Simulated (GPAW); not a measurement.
**Eu: exchange couplings by hand from total energies**

Can a spin model with one coupling foretell the energy of a further order of Eu?

Main program and level: GPAW 26.7.0; PBE with U = 6 eV on Eu f; plane waves with GPAW's PAW setups, scalar-relativistic.

The database entry behind the starting cell differs from later determinations by our own check (about 0.5 % long), so it need not match the best structure at ambient conditions.

## 1. Starting point

It takes space group Im-3m (No. 229, cubic). Conventional cell: a = 4.606 Å, b = 4.606 Å, c = 4.606 Å, α = 90.00°, β = 90.00°, γ = 90.00°. Nearest to Eu lie 8 Eu at 3.99 Å.

## 2. The parallel order

All energies count from this run. A Hubbard U of customary size acts on the open shell; it was not fitted to this crystal.

Input file order1.py:

```python
import json
import numpy as np
from ase import Atoms
from ase.parallel import paropen, parprint
from gpaw import GPAW

atoms = Atoms(['Eu'],
    cell=[[-2.303, 2.303, 2.303],
         [2.303, -2.303, 2.303],
         [2.303, 2.303, -2.303]],
    scaled_positions=[[0.0, 0.0, 0.0]],
    pbc=True,
    magmoms=[7.0])
atoms.calc = GPAW(mode={'name': 'pw', 'ecut': 700},
    xc='PBE',
    kpts={'size': (10, 10, 10), 'gamma': True},
    occupations={'name': 'fermi-dirac', 'width': 0.05},
    convergence={'density': 1e-05, 'energy': 1e-05},
    maxiter=200,
    setups={'Eu': ':f,6.0'},
    symmetry={'tolerance': 1e-4},
    txt='order1.txt')
e = atoms.get_potential_energy(force_consistent=True)
res = {'free_energy': e, 'energy_sigma0': atoms.get_potential_energy(), 'fermi_energy': atoms.calc.get_fermi_level()}
res['moments'] = atoms.get_magnetic_moments().tolist()
res['total'] = atoms.get_magnetic_moment()
parprint('site moments (muB):', np.round(res['moments'], 3))
parprint(f"total moment: {res['total']:.3f} muB")
parprint(f'free energy: {e:.6f} eV')
atoms.calc.write('order1.gpw')
n = atoms.calc.get_pseudo_density()
up, down = (atoms.calc.get_pseudo_density(spin=i) for i in (0, 1))
np.savez('grids.npz', density=n, spin=up - down)
with paropen('results.json', 'w') as f:
    json.dump(res, f)
```

Started as:

```console
$ OMP_NUM_THREADS=1 mpirun -n 4 gpaw python order1.py > order1.log
```

The log of the run:

```text
site moments (muB): [6.849]
total moment: 7.347 muB
free energy: -9.875334 eV

--- order1.txt ---
Input parameters:
  mode=PW(ecut=700),
  convergence={'density': 1e-05, 'energy': 1e-05},
  kpts=MonkhorstPack(size=(10, 10, 10), gamma=True),
  maxiter=200,
  occupations=Occupations(name='fermi-dirac', width=0.05),
  setups={'Eu': ':f,6.0'},
  symmetry=Symmetry(tolerance=0.0001),
  xc=XC(name='PBE')

[...]
|          4 |         1.373 |     1.000 |         1.966 |     1.000 |
[...]
|         13 |         7.424 |     0.000 |        14.115 |     0.000 |
|         14 |         7.424 |     0.000 |        14.115 |     0.000 |
|         15 |         8.888 |     0.000 |        14.115 |     0.000 |
|        ... |               |           |               |           |
|         18 |        14.132 |     0.000 |        16.584 |     0.000 |

No gap
No difference between direct/indirect transitions

[key lines of the parts left out:]
Free energy:      -9.875334
Converged in 11 steps
dipole moment: (-12.626088, -12.626088, -12.626088)  # |e|*Ang
Fermi level: 5.487
```

Run time: 16 s. Hardware: 4 MPI ranks of Intel Xeon Platinum 8559C (Emerald Rapids), shared host; peak memory 0.87 GiB.

Spin moment in the augmentation sphere by atom:

```csv
atom,spin moment in the augmentation sphere (μB)
Eu1,6.85
```

Read from the output:

| Item | Value |
| --- | --- |
| magnetization | 7.347 μB |
| final state | ferromagnetic |

After 11 cycles the largest moment stands at 6.85 μB.

## 3. The orders used for the fit

The other orders were run with the same settings, on meshes that hold the same points. Free energies (smearing 0.05 eV, its entropy term included) are divided by the number of Eu atoms; q is in fractions of the reciprocal vectors of the first run's cell.

```csv
order,atoms,mesh,free energy (eV),eV per Eu,largest moment (μB)
F +,1,10×10×10,-9.8753,-9.8753,6.85
"AF q=(1/2,1/2,1/2) +-",2,5×10×10,-19.7282,-9.8641,6.82
```

## 4. Counting neighbours

With E = −Σ J e_i·e_j over ordered pairs of unit vectors, turning a neighbour from parallel to opposed costs 2J a Eu atom. So an order lies 2 Σ n J over the parallel one, n being the opposed neighbours in each shell.

```csv
shell,distance (Å),neighbours,"opposed in AF q=(1/2,1/2,1/2) +-","opposed in AF q=(0,0,1/2) +-"
J1,3.99,8,8,4
J2,4.61,6,0,4
```

Only J1 is kept.

## 5. Solving

```
2 × 8 × J1 = +11.21 meV    (AF q=(1/2,1/2,1/2) +-)
J1 = +0.70 meV
```

## 6. The test

The couplings now give the orders that were left out:

```
2 × 4 × (+0.70) = +5.60 meV    (AF q=(0,0,1/2) +-)
```

The runs themselves:

```csv
order,atoms,mesh,free energy (eV),eV per Eu,largest moment (μB),over the parallel order (meV),foretold (meV)
"AF q=(0,0,1/2) +-",2,10×10×5,-19.7512,-9.8756,6.83,-0.27,+5.60
```

## 7. One more shell

The miss asks for the next shell, which takes one more order into the fit and leaves none for a test.

```
2 × 8 × J1 = +11.21 meV    (AF q=(1/2,1/2,1/2) +-)
2 × 4 × J1 + 2 × 4 × J2 = -0.27 meV    (AF q=(0,0,1/2) +-)
J1 = +0.70 meV
J2 = -0.73 meV
```

## 8. What came out

| Property | Result |
| --- | --- |
| J1 (Eu–Eu at 3.99 Å) | 0.7 meV |
| largest miss on the orders left out | 5.9 meV |
| J1 with 2 shells | 0.7 meV |
| J2 with 2 shells | -0.73 meV |

**Reading.** The model misses the order left out by 5.9 meV, 51 % of the span of the orders, so it fails: these couplings alone don't describe the crystal. With the next shell added the couplings are J1 = +0.70 and J2 = -0.73 meV, untested. The first dropped shell that the test feels is J2 at 4.61 Å. The site moments spread by 0.41 % over the orders. In a metal couplings reach far, and the mesh was not tested. The couplings are effective ones: further shells with opposed neighbours are folded into them or show in the miss. No mean-field temperature is given: it needs a model that holds, an unfrustrated order and couplings in all three dimensions. The f shell is half filled, so the spin-only picture is fair.

[Logs and program files are shortened in this print: banners, set-up blocks, solver, clock and traceback lines can be left out without a mark of their own.]

[Logs are printed without paths, hosts, clocks, repeated set-up lines and the standing remarks that a program may print on its own settings, such as how far it seeks lower states.]

[Hosts, paths, dates, database ids (printed as entryN), source tags and the programs' standing remarks are cut or masked in the printed files.]

[Where a cell is said to come from a database of computed structures, the database is the Materials Project.]
